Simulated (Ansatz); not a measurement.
## BaPbS3 (model cell, started as cubic perovskite with Pb in the octahedra): following an unstable mode

Aim: this structure of BaPbS3 (model cell, started as cubic perovskite with Pb in the octahedra) is to be tested for unstable modes, and one is followed downhill.

Program: Ansatz 0.2.0. Level of theory: DFT PBEsol, scalar-relativistic, plane waves, PAW; PAW set soft_1. Results are calculated unless marked as measured.

The structure was built from a prototype and need not be the compound's stable phase.

## 1. Set-up

Symmetry: Pm-3m, No. 221, cubic system. Conventional cell: a = 5.156 Å, b = 5.156 Å, c = 5.156 Å, α = 90.00°, β = 90.00°, γ = 90.00°. Ba has 12 S at 3.65 Å nearest. Nearest to Pb lie 6 S at 2.58 Å. Nearest to S lie 2 Pb at 2.58 Å and 4 Ba at 3.65 Å. Farther neighbours and most contacts between anions are not listed.

## 2. Response at finite wavevector

The cell comes from relaxations at this level that are not shown. Stability and thermal properties need the whole zone. Linear response on a 2×2×2 q mesh gives force constants as far as a supercell of that size would.

Contents of input.yaml:

```yaml
crystal:
  lattice:
    - [5.1559839981, 0.0, 0.0]
    - [0.0, 5.1559839981, 0.0]
    - [0.0, 0.0, 5.1559839981]
  atoms:
    - { symbol: Ba, position: [0.0, 0.0, 0.0] }
    - { symbol: Pb, position: [0.5, 0.5, 0.5] }
    - { symbol: S, position: [0.5, 0.5, 0.0] }
    - { symbol: S, position: [0.5, 0.0, 0.5] }
    - { symbol: S, position: [0.0, 0.5, 0.5] }
kpoints:
  mp_grid: { grid: [8, 8, 8] }
hamiltonian:
  xc: pbesol
  pseudopotentials: { kind: paw, azcp: { folder: soft_1 }, xc_functional: pbe }
scf:
  occupations: { method: methfessel_paxton, width: 0.2 }
output:
  eigenvalues: true
phonons:
  method: dfpt
  qmesh: [2, 2, 2]
  temperatures: { t_max: 1000, t_step: 50 }
  qpath:
    path:
      - [[0.0, 0.0, 0.0], [0.0, 0.5, 0.0], [0.5, 0.5, 0.0], [0.0, 0.0, 0.0], [0.5, 0.5, 0.5], [0.0, 0.5, 0.0]]
      - [[0.5, 0.5, 0.5], [0.5, 0.5, 0.0]]
    npoints: 10
```

On the command line:

```console
$ ansatz run input.yaml --threads 4 --pin off --max-ram 16384MiB --backend cpu --events-out ev --progress --plain --runs-dir out
```

Numbers of over 12 decimals in the logs are rounded to 6 here.

Log:

```text
Engine: ansatz 0.2.0, aarch64-unknown-linux-gnu
Pseudopotentials: kind: paw
Pseudopotential: Ba, paw, valence charge 10, recommended cutoff 420 eV (normal), soft_1/Ba.paw.azcp
Pseudopotential: Pb, paw, valence charge 14, recommended cutoff 420 eV (normal), soft_1/Pb.paw.azcp
Pseudopotential: S, paw, valence charge 6, recommended cutoff 420 eV (normal), soft_1/S.paw.azcp
Functional definition: PBEsol
  exchange = pbesol_x
  correlation = pbesol_c
Crystal: 5 atoms, lattice volume = 137.068 Å³
Basis set: ecut = 420 eV, 2721 PW (Γ), exchange–correlation on 72×72×72 points (8 copies of the dense FFT grid, shifted against one another)
Bands: 26, of which v1, the nominal top of the filled ones, is band 21 counted from 1 (20 counted from 0)
Symmetry: 48 space group operations
k-points: 35 of 512
Non-local potential: Ba, projectors of the file, l = 0: 3, l = 1: 2, l = 2: 2, l = 3: 2
Non-local potential: Pb, projectors of the file, l = 0: 2, l = 1: 2, l = 2: 2, l = 3: 1
Non-local potential: S, projectors of the file, l = 0: 2, l = 1: 2, l = 2: 1
PAW form: soft (Blöchl's): semilocal exchange-correlation on the pseudo side does not see the compensation charge
PAW frozen core: Ba, regenerated for the run's functional, and the local potential with it (the file was generated under x = pbe(κ = 0.804, μ = 0.219515), c = pbe(β = 0.066725))
PAW frozen core: Pb, regenerated for the run's functional, and the local potential with it (the file was generated under x = pbe(κ = 0.804, μ = 0.219515), c = pbe(β = 0.066725))
PAW frozen core: S, regenerated for the run's functional, and the local potential with it (the file was generated under x = pbe(κ = 0.804, μ = 0.219515), c = pbe(β = 0.066725))
PAW one-centre angular grid: Ba, 194 points (default); XC on 64 Gauss nodes
PAW one-centre angular grid: Pb, 590 points (default); XC on 64 Gauss nodes
PAW one-centre angular grid: S, 110 points (default); XC on 64 Gauss nodes
Initial density: superposition of atomic densities (chi_scale 0.1, normalization cell, long waves kept (reshape's long-wave potential 0.00 eV rms))
Initial wavefunctions: pseudopotential atomic-orbital guess
Functional: x = pbesol(κ = 0.804, μ = 0.123457), c = pbesol(β = 0.046)
SCF iter   1: F=—  HF=-20280.338826 eV  |F-HF|=—  |Δ(HF+E_count)|=         —  Δρ=3.34e-2  dr2=4.99e0  ethr=3.10e-3  ⟨swp⟩=11.6  Hψ=5984  notcnv=0
preconditioner: auto → Kerker (q_TF=auto, 2.240 Å⁻¹)  [metal: Δε(μ)=0.065 eV  Ē_g=11.184 eV  σ=0.200 eV  W_gap=0.27  n_scr=26 (ndim 8)  ℏωp=20.1 eV  f_vac=0.000  D(μ)=2.60/eV (n_scr^D=18)]
SCF iter   2: F=—  HF=-20279.256190 eV  |F-HF|=—  |Δ(HF+E_count)|=    1.08e0  S|Δr|=    0.00e0  Δρ=2.07e-2  dr2=2.21e0  ethr=3.10e-3  ⟨swp⟩=3.2  Hψ=2069  notcnv=0  defer=25
SCF iter   3: F=—  HF=-20278.463585 eV  |F-HF|=—  |Δ(HF+E_count)|=   7.93e-1  S|Δr|=    0.00e0  Δρ=5.75e-3  dr2=2.03e-1  ethr=3.10e-3  ⟨swp⟩=4.7  Hψ=2154  notcnv=0  defer=26
SCF iter   4: F=—  HF=-20278.391930 eV  |F-HF|=—  |Δ(HF+E_count)|=   7.17e-2  S|Δr|=    0.00e0  Δρ=2.57e-3  dr2=1.84e-2  ethr=4.84e-4  ⟨swp⟩=5.0  Hψ=2135  notcnv=0  defer=20
SCF iter   5: F=—  HF=-20278.388320 eV  |F-HF|=—  |Δ(HF+E_count)|=   3.61e-3  S|Δr|=    0.00e0  Δρ=6.80e-4  dr2=1.13e-3  ethr=4.38e-5  ⟨swp⟩=2.4  Hψ=1436  notcnv=0  defer=17
SCF iter   6: F=—  HF=-20278.388389 eV  |F-HF|=—  |Δ(HF+E_count)|=   6.88e-5  S|Δr|=    0.00e0  Δρ=1.49e-4  dr2=4.60e-5  ethr=2.69e-6  ⟨swp⟩=2.2  Hψ=1421  notcnv=0  defer=17
SCF iter   7: F=—  HF=-20278.388422 eV  |F-HF|=—  |Δ(HF+E_count)|=   3.34e-5  S|Δr|=    0.00e0  Δρ=3.26e-5  dr2=1.43e-6  ethr=1.09e-7  ⟨swp⟩=2.1  Hψ=1476  notcnv=0  defer=17
SCF iter   8: F=—  HF=-20278.388425 eV  |F-HF|=—  |Δ(HF+E_count)|=   3.03e-6  S|Δr|=    0.00e0  Δρ=8.70e-6  dr2=1.58e-7  ethr=3.41e-9  ⟨swp⟩=2.2  Hψ=1578  notcnv=0  defer=18
SCF iter   9: F=—  HF=-20278.388425 eV  |F-HF|=—  |Δ(HF+E_count)|=   1.93e-7  S|Δr|=    0.00e0  Δρ=3.18e-6  dr2=1.86e-8  ethr=3.77e-10  ⟨swp⟩=2.0  Hψ=1543  notcnv=0  defer=18
SCF iter  10: F=—  HF=-20278.388425 eV  |F-HF|=—  |Δ(HF+E_count)|=   8.28e-9  S|Δr|=    0.00e0  Δρ=1.46e-6  dr2=2.71e-9  ethr=4.43e-11  ⟨swp⟩=2.1  Hψ=1523  notcnv=0  defer=18
SCF iter  11: F=—  HF=-20278.388425 eV  |F-HF|=—  |Δ(HF+E_count)|=  2.98e-10  S|Δr|=    0.00e0  Δρ=3.18e-7  dr2=1.57e-10  ethr=6.45e-12  ⟨swp⟩=2.0  Hψ=1552  notcnv=0  defer=18
SCF iter  12: F=-20278.388425 eV  HF=-20278.388425 eV  |F-HF|=1.09e-11  |Δ(HF+E_count)|=  5.09e-11  S|Δr|=    0.00e0  Δρ=4.40e-8  dr2=2.64e-12  ethr=1.00e-12  ⟨swp⟩=14.3  Hψ=7795  notcnv=0
the search or the solves at the SCF's close seem to have found levels that the self-consistency loop had missed (the run counts 1). By its estimate they hold under 1e-12 electrons; where the run keeps them, the occupations were computed again with them
SCF 1 converged in 12 iterations: F = -20278.388425 eV  dr2 = 2.64e-12
  greatest PAW one-centre occupation: 0.980 electrons in one spin orbital (limit 2), on the Pb atom at site 1 (counted from 0), in its partial waves of l = 2
Initial density: read from a saved state, or passed on in memory by an earlier SCF of this step, an earlier step, the calling program or the single point that the run made first
iter 1 solved again at ethr=3.14e-7 eV; its pass at ethr=3.10e-3 eV (dr2=1.32e-4 eV) is discarded
SCF iter   1: F=—  HF=-20278.388427 eV  |F-HF|=—  |Δ(HF+E_count)|=         —  Δρ=1.42e-6  dr2=2.10e-9  ethr=3.14e-7  ⟨swp⟩=4.2  Hψ=8127  notcnv=0
eigensolver tolerance schedule: the retry pair's looser diagonalisation over-reported the residual by 62671.20 of it (diagonalisation noise at an unbounded share of the residual, at the tolerance the schedule requests for it); recorded, not acted on — ethr = c·dr2/N_el stays at c = 1.0e-1
preconditioner: auto → Kerker (q_TF=auto, 2.240 Å⁻¹)  [metal: Δε(μ)=0.021 eV  Ē_g=12.503 eV  σ=0.200 eV  W_gap=0.09  n_scr=26 (ndim 8)  ℏωp=20.1 eV  f_vac=0.000  D(μ)=3.11/eV (n_scr^D=18)]
SCF iter   2: F=—  HF=-20278.388425 eV  |F-HF|=—  |Δ(HF+E_count)|=   1.83e-6  S|Δr|=    0.00e0  Δρ=6.87e-7  dr2=4.54e-10  ethr=5.01e-12  ⟨swp⟩=4.7  Hψ=2817  notcnv=0
SCF iter   3: F=—  HF=-20278.388425 eV  |F-HF|=—  |Δ(HF+E_count)|=  1.13e-10  S|Δr|=    0.00e0  Δρ=4.66e-7  dr2=2.07e-10  ethr=1.08e-12  ⟨swp⟩=1.2  Hψ=917  notcnv=0
SCF iter   4: F=—  HF=-20278.388425 eV  |F-HF|=—  |Δ(HF+E_count)|=  6.18e-11  S|Δr|=    0.00e0  Δρ=2.27e-7  dr2=5.03e-11  ethr=1.00e-12  ⟨swp⟩=1.0  Hψ=910  notcnv=0
SCF iter   5: F=—  HF=-20278.388425 eV  |F-HF|=—  |Δ(HF+E_count)|=  1.46e-11  S|Δr|=    0.00e0  Δρ=1.08e-7  dr2=1.18e-11  ethr=1.00e-12  ⟨swp⟩=1.0  Hψ=910  notcnv=0
SCF iter   6: F=-20278.388425 eV  HF=-20278.388425 eV  |F-HF|=0.00e0  |Δ(HF+E_count)|=    0.00e0  S|Δr|=    0.00e0  Δρ=7.15e-8  dr2=5.22e-12  ethr=1.00e-12  ⟨swp⟩=4.7  Hψ=2752  notcnv=0
SCF 2 converged in 6 iterations: F = -20278.388425 eV  dr2 = 5.22e-12
phonons: the bands overlap, so this run is a metal and interpolates without the dipole-dipole term. If the crystal is really an insulator or semiconductor, its LO-TO splitting is missing
NSCF: frozen V_eff on 35 k-points
WARN: eigensolver did not converge in 2 slots of this pass, the one above among them; of largest residual over every band (k=12): 1 band(s) unlocked (lowest unlocked band 25, counted from 0; max residual 7.46e-3 eV among the unlocked bands, 7.46e-3 eV over every band); of lowest unlocked band (k=12): band 25
NSCF: frozen V_eff on 125 k-points
DFPT response loops at q = (0, 0, 0) (fractional): preconditioner auto → Kerker (q_TF=auto, 2.240 Å⁻¹) (partly filled bands, converged f_vac=0.000); β = 1.00, the filter's whole step (`scf.mixing.beta` (0.50) is not read by the response loops under this deck's `scf.mixing.preconditioner`; to damp them name `kerker` or `kerker_dos`, under which they read `scf.mixing.beta`, and type it under 1.00, their step now; both keys bind the ground state too); Broyden in place of MSR1
NSCF: frozen V_eff on 250 k-points
DFPT response loops at q = (0, 0, -0.5) (fractional): mixed as the last ones told, above
NSCF: frozen V_eff on 250 k-points
DFPT response loops at q = (0, -0.5, -0.5) (fractional): mixed as the last ones told, above
NSCF: frozen V_eff on 250 k-points
DFPT response loops at q = (-0.5, -0.5, -0.5) (fractional): mixed as the last ones told, above
SCF converged after 12 iterations
Stability not checked: this state was not tested for a lower state beside it, because cold or Methfessel-Paxton smearing, or corrected tetrahedra, fill the levels in a way that the test cannot read (fill_not_monotonic; see scf.lower_state_search)
Free energy (F): -20278.388425 eV
Harris-Foulkes:  -20278.388425 eV  (|F-HF|=1.09e-11)
Internal energy: -20278.384702 eV  (E = F + TS)
E sigma→0 (E₀):  -20278.387495 eV
Entropy (-TS):   -0.003723 eV (-0.745 meV/atom)
Fermi energy:    6.564651 eV
--- Per-component energies (eV) ---
  E_band       = -126.272682
  E_kinetic    = 768.260257
  E_local      = -2074.851323  (includes V_loc(G=0)·N_el)
  E_nonlocal   = 508.979245
  E_hartree    = 766.807276
  E_xc         = -661.662916
  E_vxc        = -510.376702  (∫ρ·V_xc dr)
  E_paw        = -17136.061752  (= ΣΔE_a)
  E_vpaw       = -351.898741  (= ΣTr[D̂ρ^β])
  E_aug_tail   = -0.000010  (compensation charges beyond the density's cutoff)
  E_ewald      = -2450.254934
  E_core_change = 0.399456  (= ΣΔE_core)
  E_smearing   = -0.003723  (= −TS)
  E_closure    = -0.000000  (closes the sum)
  Σ components = -20278.388425   (vs F -20278.388425, Δ=0.00e0)
--- Band table (eV; the first three rows and the last of 35) ---
  k-point 0: bands = [... 17 lower, 5.7340, 5.7340, 6.0499, 6.0499, 6.0499, 9.6765, 9.6765, 10.0654, ... 1 higher]
  k-point 1: bands = [... 17 lower, 5.6768, 5.6768, 5.9938, 6.0001, 6.0001, 9.8203, 9.9108, 10.3507, ... 1 higher]
  k-point 2: bands = [... 17 lower, 5.5523, 5.5523, 5.8787, 5.8787, 6.1658, 10.2201, 10.4869, 10.6330, ... 1 higher]
  k-point 34: bands = [... 17 lower, 6.2989, 6.8070, 6.8070, 6.8070, 9.5695, 9.5695, 9.5695, 10.7287, ... 1 higher]
--- Phonons (Γ-DFPT): 4 representative perturbations + reference (Σ response iterations 12) ---
  ASR residual: 4.610e-5 → 0.000e0 eV/Å²; symmetrization residual: 1.196e-5 eV/Å²
  ASR residual per site (eV/Å²): 4.61e-5 2.66e-5 5.21e-6 5.21e-6 5.21e-6
  Γ frequencies (cm⁻¹): -69.29 -69.29 -69.29 -54.14 -54.14 -54.14 0.00 0.00 0.00 34.81 34.81 34.81 317.12 317.12 317.12
--- Phonons (arbitrary-q DFPT): 4 irreducible q on the 2×2×2 mesh ---
  q = [0.0000, 0.0000, 0.0000] (star 1, of the zone-centre solve; hermiticity 2.25e-6, symmetrization 1.08e-12): -69.29 -69.29 -69.29 -54.14 -54.14 -54.14 -0.00 -0.00 0.00 34.81 34.81 34.81 317.12 317.12 317.12
  q = [0.0000, 0.0000, -0.5000] (star 3, 9 solved perturbations in 975 linear systems a pass and spin channel, the states on 125 of 512 k-point pairs; hermiticity 2.41e-6, symmetrization 3.68e-8): -52.10 -52.10 -43.26 -42.23 -42.23 25.22 25.22 30.19 35.80 35.80 52.73 125.68 273.49 321.03 321.03
  q = [0.0000, -0.5000, -0.5000] (star 3, 9 solved perturbations in 975 linear systems a pass and spin channel, the states on 125 of 512 k-point pairs; hermiticity 1.14e-6, symmetrization 8.68e-9): -94.59 -69.71 -69.71 -16.40 -16.40 -5.82 45.46 54.38 54.38 82.28 126.76 126.76 274.43 291.20 324.86
  q = [-0.5000, -0.5000, -0.5000] (star 1, 4 solved perturbations in 350 linear systems a pass and spin channel, the states on 125 of 512 k-point pairs; hermiticity 7.95e-8, symmetrization 5.65e-9): -103.44 -103.44 -103.44 -54.98 -54.98 -54.98 77.35 77.35 77.35 126.80 126.80 126.80 273.68 273.68 323.41
  sum rule: each row above includes the acoustic sum rule's correction from the zone centre's row sums; it moved no ω² by more than (0.30 cm⁻¹)²
  mesh force constants: q→R imaginary residual 3.76e-18; ASR residual 4.610e-5 → 0.000e0 eV/Å²; symmetrization residual 1.243e-14 eV/Å²
  interpolated dispersion: 62 rows × 15 modes
  density of states and harmonic sums: on the 12×12×12 q-mesh, interpolated from the force constants of a 2×2×2 supercell (no non-analytic term)
  largest difference from the sums on the solved wave vectors: F 9.38e-2 eV, S 1.35e-4 and C_V 4.10e-5 eV/K
  zero-point energy: 0.082832 eV/cell   skipped modes (ω ≤ 0): 472, of them read as no rigid motion or as one in doubt: 469 (5.523e0 modes/cell left out, lowest -103.44 cm⁻¹)   left out of the sums: 3.68e-1 of the cell's modes: C_V's classical limit lies that fraction below 3 k_B per atom; for a crystal, a wire or a layer, F and S can be off by more, and a phonons.interpolated_qmesh denser along its periods is the remedy for the sampling
```

Wall time 3.7 min (4 threads of Arm Neoverse V2, shared host); peak memory 1.4 GiB.

The column dr2 measures how far the density is from self-consistency, as an energy; F and HF (Harris–Foulkes) agree once it is small.

Numbers from this step:

```yaml
volume_per_atom: 27.41 Å³
gap_on_the_k_mesh: 0 eV
sum_rule_residual_before_enforcement: 4.61e-5 eV/Å²
lowest_frequency_on_the_path: -103.4 cm⁻¹
point_group: m-3m
highest_frequency_on_the_path_or_at_a_solved_wavevector: 324.9 cm⁻¹
highest_optical_mode_at_the_zone_centre_no_lo_to_term: 317.1 cm⁻¹
lowest_optical_zone_centre_mode: -69.29 cm⁻¹
lowest_mode_on_the_q_mesh_acoustic_modes_at_gamma_apart: -103.4 cm⁻¹
```

Frequencies (cm⁻¹) solved at each irreducible wavevector; negative means imaginary. Frequencies by wavevector, by row:

```tsv
q in reciprocal lattice units	star	mode 1	mode 2	mode 3	mode 4	mode 13	mode 14	mode 15
0 0 0	1	-69.3	-69.3	-69.3	-54.1	317.1	317.1	317.1
0 0 -0.5	3	-52.1	-52.1	-43.3	-42.2	273.5	321	321
0 -0.5 -0.5	3	-94.6	-69.7	-69.7	-16.4	274.4	291.2	324.9
-0.5 -0.5 -0.5	1	-103.4	-103.4	-103.4	-55	273.7	273.7	323.4
```

Interpolated from a 2×2×2 q mesh. Phonon branches along the path, in cm⁻¹:

```tsv
point	branch 1	branch 2	branch 3	branch 4	branch 12	branch 13	branch 14	branch 15
Γ	-69	-69	-69	-54	35	317	317	317
halfway	-62	-62	-49	-48	85	298	319	319
X	-52	-52	-43	-42	126	274	321	321
halfway	-82	-60	-56	-42	126	277	305	323
M	-95	-70	-70	-16	127	274	291	325
halfway	-75	-59	-54	-50	88	297	304	321
Γ	-69	-69	-69	-54	35	317	317	317
halfway	-77	-74	-74	-43	92	298	298	315
R	-103	-103	-103	-55	127	274	274	323
halfway	-87	-81	-75	-49	126	278	299	318
X	-52	-52	-43	-42	126	274	321	321
jump to R	-103	-103	-103	-55	127	274	274	323
halfway	-99	-88	-88	-49	127	274	288	321
M	-95	-70	-70	-16	127	274	291	325
```

Symmetry leaves 4 wavevectors to solve. The lowest mode among them, the acoustic zeros apart, lies at q = (-0.5, -0.5, -0.5) and is imaginary, 103.4i cm⁻¹, so the energy falls along it.

## 3. The mode frozen in, largest atomic shift 0 Å

The mode followed lies at q = (0, -0.5, -0.5) with frequency 94.6i cm⁻¹, one of the unstable modes though not the softest. At small amplitude the distorted cell has space group no. 127 by a symmetry search on the positions. The undistorted cell that holds it gives the zero of energy on the same k mesh.

System of this step: BaPbS3 (model cell, started as cubic perovskite with Pb in the octahedra). Symmetry: Pm-3m, No. 221, cubic system. The conventional cell has a = 5.156 Å, b = 5.156 Å, c = 5.156 Å, α = 90.00°, β = 90.00°, γ = 90.00°. Nearest to Ba lie 12 S at 3.65 Å. Nearest to Pb lie 6 S at 2.58 Å. Nearest to S lie 2 Pb at 2.58 Å and 4 Ba at 3.65 Å. Nearest to S lie 2 Pb at 2.58 Å and 4 Ba at 3.65 Å. Farther neighbours and most contacts between anions are not listed.

Contents of input.yaml:

```yaml
crystal:
  lattice:
    - [-5.1559839981, 0.0, 0.0]
    - [0.0, -5.1559839981, -5.1559839981]
    - [0.0, -5.1559839981, 5.1559839981]
  atoms:
    - { symbol: Ba, position: [0.0, 0.5, 0.5] }
    - { symbol: Ba, position: [0.0, 1.0, 1.0] }
    - { symbol: Pb, position: [0.5, 0.0, 0.5] }
    - { symbol: Pb, position: [0.5, 0.5, 0.0] }
    - { symbol: S, position: [0.5, 0.75, 0.75] }
    - { symbol: S, position: [0.5, 0.25, 0.25] }
    - { symbol: S, position: [0.5, 0.75, 0.25] }
    - { symbol: S, position: [0.5, 0.25, 0.75] }
    - { symbol: S, position: [0.0, 0.0, 0.5] }
    - { symbol: S, position: [0.0, 0.5, 0.0] }
kpoints:
  mp_grid: { grid: [8, 6, 6] }
hamiltonian:
  xc: pbesol
  pseudopotentials: { kind: paw, azcp: { folder: soft_1 }, xc_functional: pbe }
scf:
  occupations: { method: methfessel_paxton, width: 0.2 }
output:
  forces: true
  stress: true
  eigenvalues: true
```

Log:

```text
[...]
Crystal: 10 atoms, lattice volume = 274.135 Å³
Basis set: ecut = 420 eV, 5401 PW (Γ), exchange–correlation on 72×100×100 points (8 copies of the dense FFT grid, shifted against one another)
Bands: 52, of which v1, the nominal top of the filled ones, is band 42 counted from 1 (41 counted from 0)
Symmetry: 32 space group operations
[...]
k-points: 50 of 288
[...]
k-point 0: bands = [... 38 lower, 6.0519, 6.0519, 6.0534, 6.2610, 6.7363, 9.0830, 9.6833, 9.6835, ... 6 higher]
  k-point 1: bands = [... 38 lower, 5.9492, 6.0067, 6.0663, 6.0679, 6.6339, 8.4415, 9.8326, 9.8532, ... 6 higher]
  k-point 2: bands = [... 38 lower, 5.8137, 5.8691, 5.9279, 6.1425, 6.4638, 7.3873, 10.1772, 10.2487, ... 6 higher]
  k-point 49: bands = [... 38 lower, 6.2675, 6.2675, 6.7387, 6.7387, 9.0854, 9.0854, 10.5317, 10.5317, ... 6 higher]
[key lines of the parts left out:]
SCF converged after 10 iterations
Free energy (F): -40556.768673 eV
Fermi energy:    6.581600 eV
P = ⅓ Tr σ = -0.0926 GPa (-0.926 kbar)
```

It took 13 s on 4 threads; peak memory 0.95 GiB; 50 s of CPU time.

This step gave:

* pressure: -0.09257 GPa
* energy from the undistorted cell: 0 meV/atom

The run ends at a pressure of -0.09 GPa.

## 4. The mode frozen in, largest atomic shift 0.6 Å

The atoms are moved along the unstable eigenvector, the largest shift by 0.6 Å, with the cell fixed.

input.yaml, the sections that differ from step 3:

```yaml
crystal:
  lattice:
    - [-5.1559839981, 0.0, 0.0]
    - [0.0, -5.1559839981, -5.1559839981]
    - [0.0, -5.1559839981, 5.1559839981]
  atoms:
    - { symbol: Ba, position: [0.0, 0.5, 0.5] }
    - { symbol: Ba, position: [0.0, 1.0, 1.0] }
    - { symbol: Pb, position: [0.5, 0.0, 0.5] }
    - { symbol: Pb, position: [0.5, 0.5, 0.0] }
    - { symbol: S, position: [0.5, 0.6918151802, 0.6918151802] }
    - { symbol: S, position: [0.5, 0.3081848198, 0.3081848198] }
    - { symbol: S, position: [0.5, 0.8081848198, 0.1918151802] }
    - { symbol: S, position: [0.5, 0.1918151802, 0.8081848198] }
    - { symbol: S, position: [0.0, 0.0, 0.5] }
    - { symbol: S, position: [0.0, 0.5, 0.0] }
# kpoints, hamiltonian, scf, output: as in step 3
```

Log:

```text
[...]
Crystal: 10 atoms, lattice volume = 274.135 Å³
Basis set: ecut = 420 eV, 5401 PW (Γ), exchange–correlation on 72×100×100 points (8 copies of the dense FFT grid, shifted against one another)
Bands: 52, of which v1, the nominal top of the filled ones, is band 42 counted from 1 (41 counted from 0)
Symmetry: 16 space group operations
[...]
k-points: 50 of 288
[...]
k-point 0: bands = [... 38 lower, 5.8622, 5.9743, 6.0961, 6.1418, 6.1418, 8.3637, 9.8126, 10.0575, ... 6 higher]
  k-point 1: bands = [... 38 lower, 5.8412, 5.8808, 5.9299, 6.1372, 6.3625, 7.9516, 9.9511, 10.2512, ... 6 higher]
  k-point 2: bands = [... 38 lower, 5.7696, 5.8013, 5.8063, 6.1122, 6.4448, 7.1807, 10.3303, 10.5978, ... 6 higher]
  k-point 49: bands = [... 38 lower, 6.1181, 6.1181, 6.4350, 6.4350, 8.5168, 8.5168, 10.1924, 10.1924, ... 6 higher]
[key lines of the parts left out:]
SCF converged after 11 iterations
Free energy (F): -40557.212418 eV
Fermi energy:    6.468322 eV
P = ⅓ Tr σ = -0.5370 GPa (-5.370 kbar)
```

The job ended after 14 s (4 threads; peak memory 0.95 GiB).

Numbers from this step:

| Property | Result |
| --- | --- |
| pressure | -0.5370 GPa |
| energy from the undistorted cell | -44.31 meV/atom |

The energy, extrapolated to zero smearing, is -44.31 meV/atom against the undistorted cell.

The run ends at a pressure of -0.54 GPa, with forces up to 0.10 eV/Å.

(Continued in part 2 of 3.)

[Logs are printed without paths, hosts, clocks, repeated set-up lines and the standing remarks that a program may print on its own settings, such as how far it seeks lower states.]

[Hosts, paths, dates, database ids (printed as entryN), source tags and the programs' standing remarks are cut or masked in the printed files.]
